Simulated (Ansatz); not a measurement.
# Does disorder add resistance in series? Hf(0001) layers displaced at 500 K

Two lengths of the disordered region are known. What area resistance does the third give?

How it was computed: Ansatz 0.2.0, plane waves with PAW datasets at their recommended cutoffs (420 eV for most), Fermi-Dirac smearing; ballistic transmission by layer matching. The area resistance is RA = A (h/2e²)(1/T − 1/N), with T the zone-mean transmission per spin and N the lead's channels, both averaged over a few energies near the Fermi level; for magnets each spin is taken apart, with h/e², and the two conduct in parallel. Lateral cell 2x2, PBE, a fresh random draw for each length. Atoms are displaced independently, by 0.0804 Å r.m.s. per direction; each RA is scaled by the nominal over the drawn mean square displacement.

Results; the value marked ? is to be predicted:

```tsv
length (Å)	channels N	RA (fΩ m²)
5.06	2.708	0.388
15.2	2.708	0.923
25.3	2.708	?
```

Worked fit:

Ohm's law makes RA linear in the length: the slope is (0.923 − 0.388)/(15.2 − 5.06) = 0.0529 fΩ m² per Å, or 53 µΩ cm. Then 0.923 + 0.0529 × 10.1. Predicted: 1.46 fΩ m².

Check against the run:

1.63 fΩ m², so the prediction is 11 % too low. The three lengths together give 61 µΩ cm. The two increments are 0.54 and 0.71 fΩ m², roughly as Ohm's law has it, though with one draw for each length that is a weak test.

Caveats: The scatterers repeat sideways with the small cell. The slope is a raw one; a model of isotropic scattering puts it 1.04 times the bulk value over these lengths. Spin-orbit coupling is left out, which matters for Hf.

[Logs are printed without paths, hosts, clocks, repeated set-up lines and the standing remarks that a program may print on its own settings, such as how far it seeks lower states.]
